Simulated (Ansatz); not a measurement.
# Meshes and cutoff for the phonons of LiBe6Si (built on the sites of a database entry of LiCa6Ge), part 2 of 3

Aim: how dense must the meshes and how high the cutoff be for the phonons of LiBe6Si (built on the sites of a database entry of LiCa6Ge)?

Ansatz 0.2.0; DFT LDA, scalar-relativistic, plane waves, PAW.

So far, highest frequency on the path or at a solved wavevector (cm⁻¹): step 3 (response at finite wavevector) 632. The relaxed cell has a = 6.602 Å (conventional setting).

The structure was built from a prototype and need not be the compound's stable phase.

## (7) Another k mesh, k-mesh 6×6×6, q mesh 2×2×2

The k mesh is changed to 6×6×6 on a small fixed q mesh, to find the coarsest that serves.

The input, input.yaml:

```yaml
crystal:
  lattice:
    - [0.0, 3.3011547307, 3.3011547307]
    - [3.3011547307, 0.0, 3.3011547307]
    - [3.3011547307, 3.3011547307, 0.0]
  atoms:
    - { symbol: Li, position: [0.5, 0.5, 0.5] }
    - { symbol: Be, position: [0.5, 0.0, 0.0] }
    - { symbol: Be, position: [0.5, 0.5, 0.0] }
    - { symbol: Be, position: [0.0, 0.5, 0.5] }
    - { symbol: Be, position: [0.0, 0.0, 0.5] }
    - { symbol: Be, position: [0.0, 0.5, 0.0] }
    - { symbol: Be, position: [0.5, 0.0, 0.5] }
    - { symbol: Si, position: [0.0, 0.0, 0.0] }
kpoints:
  mp_grid: { grid: [6, 6, 6] }
hamiltonian:
  xc: lda
scf:
  occupations: { method: methfessel_paxton, width: 0.2 }
output:
  eigenvalues: true
phonons:
  method: dfpt
  qmesh: [2, 2, 2]
  temperatures: { t_max: 1000, t_step: 50 }
  qpath:
    path:
      - [[0.0, 0.0, 0.0], [0.5, 0.0, 0.5], [0.625, 0.25, 0.625]]
      - [[0.375, 0.375, 0.75], [0.0, 0.0, 0.0], [0.5, 0.5, 0.5], [0.5, 0.25, 0.75], [0.5, 0.0, 0.5]]
    npoints: 10
```

Started as:

```console
> ansatz run input.yaml --threads 4 --pin off --max-ram 14336MiB --backend cpu --events-out ev --progress --plain --runs-dir out
```

Numbers of over 12 decimals in the logs are rounded to 6 here.

Log:

```text
[...]
Crystal: 8 atoms, lattice volume = 71.949 Å³
Basis set: ecut = 420 eV, 1411 PW (Γ), exchange–correlation on 64×64×64 points (8 copies of the dense FFT grid, shifted against one another)
Bands: 18, of which v1, the nominal top of the filled ones, is band 10 counted from 1 (9 counted from 0)
Symmetry: 48 space group operations
k-points: 16 of 216
[...]
SCF iter   1: F=—  HF=-1337.529885 eV  |F-HF|=—  |Δ(HF+E_count)|=         —  Δρ=5.04e-3  dr2=2.26e-2  ethr=1.77e-3  ⟨swp⟩=5.6  Hψ=1619  notcnv=0
[...]
SCF iter   8: F=-1337.516997 eV  HF=-1337.516997 eV  |F-HF|=2.50e-12  |Δ(HF+E_count)|=  3.75e-11  S|Δr|=    0.00e0  Δρ=5.40e-8  dr2=3.19e-12  ethr=1.00e-12  ⟨swp⟩=9.1  Hψ=1456  notcnv=0
SCF 1 converged in 8 iterations: F = -1337.516997 eV  dr2 = 3.19e-12
[...]
SCF converged after 8 iterations
[...]
Free energy (F): -1337.516997 eV
[...]
Internal energy: -1337.499326 eV  (E = F + TS)
E sigma→0 (E₀):  -1337.512580 eV
Entropy (-TS):   -0.017671 eV (-2.209 meV/atom)
Fermi energy:    8.137078 eV
[...]
--- Band table (eV; the first three rows and the last of 16) ---
  k-point 0: bands = [... 6 lower, 5.8347, 6.1317, 6.1317, 6.1317, 7.4355, 7.4355, 7.4355, 10.6416, ... 4 higher]
  k-point 1: bands = [... 6 lower, 5.5308, 5.7398, 5.7398, 7.0072, 7.7521, 7.7521, 8.8464, 11.2813, ... 4 higher]
  k-point 2: bands = [... 6 lower, 5.1276, 5.1276, 5.2563, 8.5805, 8.5857, 8.5857, 11.6289, 11.6289, ... 4 higher]
  k-point 15: bands = [... 6 lower, 4.3538, 6.4471, 6.8043, 8.7592, 9.6164, 10.4249, 10.6323, 12.2674, ... 4 higher]
[...]
ASR residual: 1.951e-5 → 0.000e0 eV/Å²; symmetrization residual: 2.552e-7 eV/Å²
[...]
--- Phonons (arbitrary-q DFPT): 3 irreducible q on the 2×2×2 mesh ---
[...]
interpolated dispersion: 62 rows × 24 modes
[...]
```

Elapsed: 36 s, on 4 threads of Arm Neoverse V1, shared host; peak memory 0.65 GiB; 2.3 min of CPU time.

The run finished; it serves as a test, and its numbers are not taken as the result.

## (8) Another k mesh, k-mesh 8×8×8, q mesh 2×2×2

The k mesh is changed to 8×8×8 on a small fixed q mesh, to find the coarsest that serves.

input.yaml: that of step 7 with these lines changed.

```diff
@@ -15,3 +15,3 @@
 kpoints:
-  mp_grid: { grid: [6, 6, 6] }
+  mp_grid: { grid: [8, 8, 8] }
 hamiltonian:
```

Log:

```text
[...]
Crystal: 8 atoms, lattice volume = 71.949 Å³
Basis set: ecut = 420 eV, 1411 PW (Γ), exchange–correlation on 64×64×64 points (8 copies of the dense FFT grid, shifted against one another)
Bands: 18, of which v1, the nominal top of the filled ones, is band 10 counted from 1 (9 counted from 0)
Symmetry: 48 space group operations
k-points: 29 of 512
[...]
k-point 2: bands = [... 6 lower, 5.3550, 5.4138, 5.4138, 7.7703, 8.1128, 8.1128, 10.1814, 11.7259, ... 4 higher]
  k-point 28: bands = [... 6 lower, 5.1927, 5.1927, 5.8277, 8.8830, 10.0548, 10.0548, 10.1257, 12.5892, ... 4 higher]
[...]
ASR residual: 5.036e-6 → 0.000e0 eV/Å²; symmetrization residual: 1.415e-7 eV/Å²
[...]
--- Phonons (arbitrary-q DFPT): 3 irreducible q on the 2×2×2 mesh ---
[...]
interpolated dispersion: 62 rows × 24 modes
[...]
[key lines of the parts left out:]
SCF converged after 8 iterations
Free energy (F): -1337.510615 eV
Fermi energy:    8.149385 eV
```

The job ended after 72 s (4 threads; peak memory 1 GiB; 4.7 min of CPU time).

Frequencies (cm⁻¹) solved at each irreducible wavevector; negative means imaginary. Frequencies by wavevector, by row:

| q in reciprocal lattice units | star | mode 1 | mode 2 | mode 3 | mode 4 | mode 22 | mode 23 | mode 24 |
| --- | --- | --- | --- | --- | --- | --- | --- | --- |
| 0 0 0 | 1 | 0 | 0 | 0 | 243.3 | 635.1 | 635.1 | 635.1 |
| 0 0 -0.5 | 4 | 142 | 142 | 157.8 | 157.8 | 525.5 | 618.8 | 618.8 |
| 0 -0.5 -0.5 | 3 | 164.3 | 184.2 | 184.2 | 261 | 525.5 | 601.7 | 601.7 |

The highest optical mode at the zone centre (no LO-TO term) is 635.1 cm⁻¹, +3.1 cm⁻¹ against the base run.

## (9) Another k mesh, q mesh 2×2×2

The k mesh is changed to 12×12×12 on a small fixed q mesh, to find the coarsest that serves.

input.yaml: that of step 8 with these lines changed.

```diff
@@ -15,3 +15,3 @@
 kpoints:
-  mp_grid: { grid: [8, 8, 8] }
+  mp_grid: { grid: [12, 12, 12] }
 hamiltonian:
```

Log:

```text
[...]
Crystal: 8 atoms, lattice volume = 71.949 Å³
Basis set: ecut = 420 eV, 1411 PW (Γ), exchange–correlation on 64×64×64 points (8 copies of the dense FFT grid, shifted against one another)
Bands: 18, of which v1, the nominal top of the filled ones, is band 10 counted from 1 (9 counted from 0)
Symmetry: 48 space group operations
k-points: 72 of 1728
[...]
k-point 2: bands = [... 6 lower, 5.5308, 5.7382, 5.7382, 7.0094, 7.7533, 7.7533, 8.8478, 11.2813, ... 4 higher]
  k-point 71: bands = [... 6 lower, 5.1935, 5.1935, 5.8273, 8.8843, 10.0535, 10.0535, 10.1281, 12.5865, ... 4 higher]
[...]
ASR residual: 7.368e-6 → 0.000e0 eV/Å²; symmetrization residual: 2.840e-7 eV/Å²
[...]
--- Phonons (arbitrary-q DFPT): 3 irreducible q on the 2×2×2 mesh ---
[...]
interpolated dispersion: 62 rows × 24 modes
[...]
[key lines of the parts left out:]
SCF converged after 8 iterations
Free energy (F): -1337.504176 eV
Fermi energy:    8.111435 eV
```

Run time: 3.6 min. Hardware: 4 threads; peak memory 2.5 GiB; 14 min of CPU time.

Frequencies (cm⁻¹) solved at each irreducible wavevector; negative means imaginary. Frequencies by wavevector, by row:

| q in reciprocal lattice units | star | mode 1 | mode 2 | mode 3 | mode 4 | mode 22 | mode 23 | mode 24 |
| --- | --- | --- | --- | --- | --- | --- | --- | --- |
| 0 0 0 | 1 | 0 | 0 | 0 | 242.1 | 632.1 | 632.1 | 632.1 |
| 0 0 -0.5 | 4 | 158.3 | 158.3 | 161.9 | 161.9 | 525.7 | 617.9 | 617.9 |
| 0 -0.5 -0.5 | 3 | 167 | 179 | 179 | 250.6 | 524.1 | 598.4 | 598.4 |

The highest optical mode at the zone centre (no LO-TO term) is 632.1 cm⁻¹, +0.0 cm⁻¹ against the base run.

## (10) Another k mesh, k-mesh 18×18×18, q mesh 2×2×2

The k mesh is changed to 18×18×18 on a small fixed q mesh, to find the coarsest that serves.

input.yaml: that of step 9 with these lines changed.

```diff
@@ -15,3 +15,3 @@
 kpoints:
-  mp_grid: { grid: [12, 12, 12] }
+  mp_grid: { grid: [18, 18, 18] }
 hamiltonian:
```

Log:

```text
[...]
Crystal: 8 atoms, lattice volume = 71.949 Å³
Basis set: ecut = 420 eV, 1411 PW (Γ), exchange–correlation on 64×64×64 points (8 copies of the dense FFT grid, shifted against one another)
Bands: 18, of which v1, the nominal top of the filled ones, is band 10 counted from 1 (9 counted from 0)
Symmetry: 48 space group operations
k-points: 195 of 5832
[...]
k-point 2: bands = [... 6 lower, 5.6838, 5.9350, 5.9350, 6.5555, 7.5829, 7.5829, 8.1343, 10.9547, ... 4 higher]
  k-point 194: bands = [... 6 lower, 4.9847, 5.6032, 6.0202, 8.8668, 9.8896, 10.1647, 10.2339, 12.5536, ... 4 higher]
[...]
ASR residual: 8.009e-6 → 0.000e0 eV/Å²; symmetrization residual: 2.206e-7 eV/Å²
[...]
--- Phonons (arbitrary-q DFPT): 3 irreducible q on the 2×2×2 mesh ---
[...]
interpolated dispersion: 62 rows × 24 modes
[...]
[key lines of the parts left out:]
SCF converged after 8 iterations
Free energy (F): -1337.505853 eV
Fermi energy:    8.122095 eV
```

The job ended after 12 min (4 threads; peak memory 7.6 GiB; 45 min of CPU time).

Frequencies (cm⁻¹) solved at each irreducible wavevector; negative means imaginary. Frequencies by wavevector, by row:

| q in reciprocal lattice units | star | mode 1 | mode 2 | mode 3 | mode 4 | mode 22 | mode 23 | mode 24 |
| --- | --- | --- | --- | --- | --- | --- | --- | --- |
| 0 0 0 | 1 | 0 | 0 | 0 | 241.4 | 633 | 633 | 633 |
| 0 0 -0.5 | 4 | 152.2 | 152.2 | 161.7 | 161.7 | 525.6 | 617.9 | 617.9 |
| 0 -0.5 -0.5 | 3 | 164.1 | 181.3 | 181.3 | 253.9 | 524.1 | 600.1 | 600.1 |

The highest optical mode at the zone centre (no LO-TO term) is 633.0 cm⁻¹, +0.9 cm⁻¹ against the base run.

## (11) The series together

Times are for 4 threads of Arm Neoverse V1, shared host. The series side by side:

| no. | k-mesh | lowest mode on the q mesh (acoustic modes at Γ apart) (cm⁻¹) | highest frequency on the path or at a solved wavevector (cm⁻¹) | time | memory (GiB) |
| --- | --- | --- | --- | --- | --- |
| 1 | 8×8×8 | 142 | 635.1 | 72 s | 1.0 |
| 2 | 12×12×12 | 158.3 | 632.1 | 3.6 min | 2.5 |
| 3 | 18×18×18 | 152.2 | 633 | 12 min | 7.6 |

The runs together. The phonon density of states by wavenumber; read off at these points; values in 1/cm⁻¹/cell:

| wavenumber (cm⁻¹) | 8×8×8 | 12×12×12 | 18×18×18 |
| --- | --- | --- | --- |
| 25.0 | 9.6e-4 | 6.3e-4 | 0.00109 |
| 50.0 | 0.00356 | 0.00275 | 0.00341 |
| 75.0 | 0.00688 | 0.00568 | 0.00626 |
| 100.0 | 0.0112 | 0.00972 | 0.0102 |
| 125.0 | 0.0169 | 0.0161 | 0.0166 |
| 150.0 | 0.0269 | 0.0255 | 0.0255 |
| 175.0 | 0.0163 | 0.0283 | 0.0240 |
| 200.0 | 0.0317 | 0.0293 | 0.0308 |
| 225.0 | 0.0561 | 0.0572 | 0.0572 |
| 250.0 | 0.0479 | 0.0555 | 0.0511 |
| 275.0 | 0.0423 | 0.0429 | 0.0429 |
| 287.5 | 0.0815 | 0.0889 | 0.0875 |
| 300.0 | 0.0454 | 0.0507 | 0.0484 |
| 325.0 | 0.0543 | 0.0517 | 0.0534 |
| 350.0 | 0.0486 | 0.0538 | 0.0530 |
| 375.0 | 0.0605 | 0.0736 | 0.0691 |
| 382.5 | 0.134 | 0.166 | 0.117 |
| 387.5 | 0.130 | 0.149 | 0.172 |
| 400.0 | 0.121 | 0.105 | 0.108 |
| 412.5 | 0.0852 | 0.0617 | 0.0656 |
| 425.0 | 0.144 | 0.120 | 0.118 |
| 450.0 | 0.0616 | 0.0605 | 0.0589 |
| 475.0 | 0.0488 | 0.0883 | 0.0724 |
| 487.5 | 0.0943 | 0.0625 | 0.0685 |
| 500.0 | 0.0363 | 0.0380 | 0.0421 |
| 525.0 | 7.1e-4 | 9.6e-4 | 9.5e-4 |
| 550.0 | 0.0239 | 0.0267 | 0.0258 |
| 575.0 | 0.0151 | 0.0169 | 0.0161 |
| 600.0 | 0.0436 | 0.0508 | 0.0482 |
| 625.0 | 0.0304 | 0.0257 | 0.0270 |

The runs together, line Be. The partial phonon density of states, Be by wavenumber; read off at these points; values in 1/cm⁻¹/cell:

| wavenumber (cm⁻¹) | 8×8×8 | 12×12×12 | 18×18×18 |
| --- | --- | --- | --- |
| 0.0 | 7.8e-5 | 4.4e-5 | 1.6e-4 |
| 20.0 | 6.1e-4 | 3.3e-4 | 6.5e-4 |
| 40.0 | 0.00152 | 8.2e-4 | 0.00139 |
| 60.0 | 0.00354 | 0.00252 | 0.00321 |
| 80.0 | 0.00511 | 0.00272 | 0.00438 |
| 100.0 | 0.00813 | 0.00576 | 0.00769 |
| 120.0 | 0.00981 | 0.00715 | 0.00859 |
| 140.0 | 0.0158 | 0.0119 | 0.0131 |
| 160.0 | 0.0169 | 0.0159 | 0.0162 |
| 180.0 | 0.0113 | 0.0121 | 0.0111 |
| 200.0 | 0.0181 | 0.0190 | 0.0187 |
| 220.0 | 0.0223 | 0.0242 | 0.0235 |
| 240.0 | 0.0177 | 0.0192 | 0.0183 |
| 260.0 | 0.0403 | 0.0389 | 0.0400 |
| 280.0 | 0.0410 | 0.0420 | 0.0416 |
| 291.1 | 0.0509 | 0.0535 | 0.0528 |
| 300.0 | 0.0406 | 0.0436 | 0.0422 |
| 320.0 | 0.0368 | 0.0399 | 0.0393 |
| 340.0 | 0.0350 | 0.0346 | 0.0344 |
| 354.7 | 0.0424 | 0.0397 | 0.0404 |
| 360.0 | 0.0353 | 0.0328 | 0.0332 |
| 380.0 | 0.0942 | 0.110 | 0.0970 |
| 384.3 | 0.118 | 0.132 | 0.123 |
| 388.6 | 0.128 | 0.130 | 0.131 |
| 392.8 | 0.129 | 0.117 | 0.122 |
| 400.0 | 0.102 | 0.0954 | 0.102 |
| 420.0 | 0.104 | 0.0968 | 0.0933 |
| 422.5 | 0.115 | 0.104 | 0.102 |
| 426.7 | 0.118 | 0.103 | 0.105 |
| 440.0 | 0.0692 | 0.0681 | 0.0701 |
| 460.0 | 0.0408 | 0.0416 | 0.0425 |
| 480.0 | 0.0643 | 0.0675 | 0.0708 |
| 486.1 | 0.0739 | 0.0559 | 0.0634 |
| 500.0 | 0.0322 | 0.0306 | 0.0341 |
| 520.0 | 0.00268 | 2.6e-4 | 0.00104 |
| 540.0 | 0.00168 | 0.00191 | 0.00187 |
| 560.0 | 0.00541 | 0.00515 | 0.00523 |
| 580.0 | 0.00506 | 0.00529 | 0.00520 |
| 600.0 | 0.0130 | 0.0145 | 0.0141 |
| 620.0 | 0.0160 | 0.0143 | 0.0148 |
| 640.0 | 6.4e-4 | 2.9e-4 | 4.1e-4 |
| 660.0 | 0 | 0 | 0 |

## (12) Another cutoff, cutoff 170 eV, q mesh 2×2×2

The cutoff is set to 170 eV on a small fixed q mesh.

input.yaml: that of step 10 with these lines changed.

```diff
@@ -15,3 +15,3 @@
 kpoints:
-  mp_grid: { grid: [18, 18, 18] }
+  mp_grid: { grid: [12, 12, 12] }
 hamiltonian:
@@ -31 +31,3 @@
     npoints: 10
+basis:
+  ecutwfc: 170
```

Log:

```text
Warning: basis.ecutwfc = 170 eV is below the records' recommended 420 eV, and the density's cutoff is lower with it unless basis.ecutrho_ratio is high enough to keep the records' density cutoff: compare with a run at a higher cutoff
[...]
Crystal: 8 atoms, lattice volume = 71.949 Å³
Basis set: ecut = 170 eV, 339 PW (Γ), exchange–correlation on 40×40×40 points (8 copies of the dense FFT grid, shifted against one another)
Bands: 18, of which v1, the nominal top of the filled ones, is band 10 counted from 1 (9 counted from 0)
Symmetry: 48 space group operations
k-points: 72 of 1728
[...]
SCF iter   1: F=—  HF=-1335.754822 eV  |F-HF|=—  |Δ(HF+E_count)|=         —  Δρ=8.11e-3  dr2=2.88e-2  ethr=1.77e-3  ⟨swp⟩=5.4  Hψ=6960  notcnv=0
[...]
SCF iter   8: F=-1335.690041 eV  HF=-1335.690041 eV  |F-HF|=2.27e-13  |Δ(HF+E_count)|=  8.87e-12  S|Δr|=    0.00e0  Δρ=3.56e-8  dr2=9.29e-13  ethr=1.00e-12  ⟨swp⟩=7.8  Hψ=5497  notcnv=0
SCF 1 converged in 8 iterations: F = -1335.690041 eV  dr2 = 9.29e-13
[...]
SCF converged after 8 iterations
[...]
Free energy (F): -1335.690041 eV
[...]
Internal energy: -1335.688439 eV  (E = F + TS)
E sigma→0 (E₀):  -1335.689640 eV
Entropy (-TS):   -0.001601 eV (-0.200 meV/atom)
Fermi energy:    8.198447 eV
[...]
--- Band table (eV; the first three rows and the last of 72) ---
  k-point 0: bands = [... 6 lower, 5.8748, 6.2094, 6.2094, 6.2094, 7.5645, 7.5645, 7.5645, 10.7500, ... 4 higher]
  k-point 1: bands = [... 6 lower, 5.8139, 6.0930, 6.0930, 6.4312, 7.6499, 7.6499, 7.9723, 10.9355, ... 4 higher]
  k-point 2: bands = [... 6 lower, 5.5949, 5.8075, 5.8075, 7.0751, 7.8472, 7.8472, 8.9585, 11.3878, ... 4 higher]
  k-point 71: bands = [... 6 lower, 5.2544, 5.2544, 5.8808, 8.9519, 10.1148, 10.1148, 10.1830, 12.6675, ... 4 higher]
[...]
ASR residual: 2.202e-5 → 0.000e0 eV/Å²; symmetrization residual: 5.002e-7 eV/Å²
[...]
--- Phonons (arbitrary-q DFPT): 3 irreducible q on the 2×2×2 mesh ---
[...]
interpolated dispersion: 62 rows × 24 modes
[...]
```

The job ended after 75 s (4 threads; peak memory 1.4 GiB).

The run finished; it serves as a test, and its numbers are not taken as the result.

## (13) Another cutoff, cutoff 230 eV, q mesh 2×2×2

The cutoff is set to 230 eV on a small fixed q mesh.

input.yaml: that of step 12 with these lines changed.

```diff
@@ -32,2 +32,2 @@
 basis:
-  ecutwfc: 170
+  ecutwfc: 230
```

Log:

```text
[...]
Crystal: 8 atoms, lattice volume = 71.949 Å³
Basis set: ecut = 230 eV, 537 PW (Γ), exchange–correlation on 48×48×48 points (8 copies of the dense FFT grid, shifted against one another)
Bands: 18, of which v1, the nominal top of the filled ones, is band 10 counted from 1 (9 counted from 0)
Symmetry: 48 space group operations
k-points: 72 of 1728
[...]
SCF iter   1: F=—  HF=-1337.078415 eV  |F-HF|=—  |Δ(HF+E_count)|=         —  Δρ=5.21e-3  dr2=2.03e-2  ethr=1.77e-3  ⟨swp⟩=5.4  Hψ=7171  notcnv=0
[...]
SCF iter   8: F=-1337.062428 eV  HF=-1337.062428 eV  |F-HF|=4.55e-13  |Δ(HF+E_count)|=  7.28e-12  S|Δr|=    0.00e0  Δρ=1.49e-8  dr2=2.89e-13  ethr=1.00e-12  ⟨swp⟩=7.9  Hψ=5691  notcnv=0
SCF 1 converged in 8 iterations: F = -1337.062428 eV  dr2 = 2.89e-13
[...]
SCF converged after 8 iterations
[...]
Free energy (F): -1337.062428 eV
[...]
Internal energy: -1337.060497 eV  (E = F + TS)
E sigma→0 (E₀):  -1337.061945 eV
Entropy (-TS):   -0.001931 eV (-0.241 meV/atom)
Fermi energy:    8.139004 eV
[...]
--- Band table (eV; the first three rows and the last of 72) ---
  k-point 0: bands = [... 6 lower, 5.8479, 6.1514, 6.1514, 6.1514, 7.4693, 7.4693, 7.4693, 10.6841, ... 4 higher]
  k-point 1: bands = [... 6 lower, 5.7730, 6.0348, 6.0348, 6.3832, 7.5524, 7.5524, 7.8803, 10.8586, ... 4 higher]
  k-point 2: bands = [... 6 lower, 5.5464, 5.7577, 5.7577, 7.0281, 7.7859, 7.7859, 8.8766, 11.3080, ... 4 higher]
  k-point 71: bands = [... 6 lower, 5.2173, 5.2173, 5.8497, 8.9147, 10.0809, 10.0809, 10.1536, 12.6112, ... 4 higher]
[...]
ASR residual: 1.107e-5 → 0.000e0 eV/Å²; symmetrization residual: 1.442e-7 eV/Å²
[...]
--- Phonons (arbitrary-q DFPT): 3 irreducible q on the 2×2×2 mesh ---
[...]
interpolated dispersion: 62 rows × 24 modes
[...]
```

The job ended after 1.7 min (4 threads; peak memory 1.6 GiB; 6.5 min of CPU time).

The run finished; it serves as a test, and its numbers are not taken as the result.

## (14) Another cutoff, cutoff 290 eV, q mesh 2×2×2

The cutoff is set to 290 eV on a small fixed q mesh.

input.yaml: that of step 13 with these lines changed.

```diff
@@ -32,2 +32,2 @@
 basis:
-  ecutwfc: 230
+  ecutwfc: 290
```

Log:

```text
[...]
Crystal: 8 atoms, lattice volume = 71.949 Å³
Basis set: ecut = 290 eV, 869 PW (Γ), exchange–correlation on 54×54×54 points (8 copies of the dense FFT grid, shifted against one another)
Bands: 18, of which v1, the nominal top of the filled ones, is band 10 counted from 1 (9 counted from 0)
Symmetry: 48 space group operations
k-points: 72 of 1728
[...]
SCF iter   1: F=—  HF=-1337.431763 eV  |F-HF|=—  |Δ(HF+E_count)|=         —  Δρ=5.00e-3  dr2=2.22e-2  ethr=1.77e-3  ⟨swp⟩=5.4  Hψ=7280  notcnv=0
[...]
SCF iter   8: F=-1337.418377 eV  HF=-1337.418377 eV  |F-HF|=2.27e-13  |Δ(HF+E_count)|=  2.16e-11  S|Δr|=    0.00e0  Δρ=3.17e-8  dr2=1.46e-12  ethr=1.00e-12  ⟨swp⟩=8.9  Hψ=6268  notcnv=0
SCF 1 converged in 8 iterations: F = -1337.418377 eV  dr2 = 1.46e-12
[...]
SCF converged after 8 iterations
[...]
Free energy (F): -1337.418377 eV
[...]
Internal energy: -1337.416521 eV  (E = F + TS)
E sigma→0 (E₀):  -1337.417913 eV
Entropy (-TS):   -0.001856 eV (-0.232 meV/atom)
Fermi energy:    8.116542 eV
[...]
--- Band table (eV; the first three rows and the last of 72) ---
  k-point 0: bands = [... 6 lower, 5.8378, 6.1323, 6.1323, 6.1323, 7.4424, 7.4424, 7.4424, 10.6456, ... 4 higher]
  k-point 1: bands = [... 6 lower, 5.7599, 6.0182, 6.0182, 6.3676, 7.5286, 7.5286, 7.8575, 10.8313, ... 4 higher]
  k-point 2: bands = [... 6 lower, 5.5332, 5.7419, 5.7419, 7.0120, 7.7608, 7.7608, 8.8551, 11.2869, ... 4 higher]
  k-point 71: bands = [... 6 lower, 5.1981, 5.1981, 5.8309, 8.8857, 10.0600, 10.0600, 10.1306, 12.5917, ... 4 higher]
[...]
ASR residual: 8.552e-6 → 0.000e0 eV/Å²; symmetrization residual: 2.106e-7 eV/Å²
[...]
--- Phonons (arbitrary-q DFPT): 3 irreducible q on the 2×2×2 mesh ---
[...]
interpolated dispersion: 62 rows × 24 modes
[...]
```

Run time: 2.4 min. Hardware: 4 threads; peak memory 1.9 GiB.

The run finished; it serves as a test, and its numbers are not taken as the result.

(Continued in part 3 of 3.)

[Logs are printed without paths, hosts, clocks, repeated set-up lines and the standing remarks that a program may print on its own settings, such as how far it seeks lower states.]

[Hosts, paths, dates, database ids (printed as entryN), source tags and the programs' standing remarks are cut or masked in the printed files.]
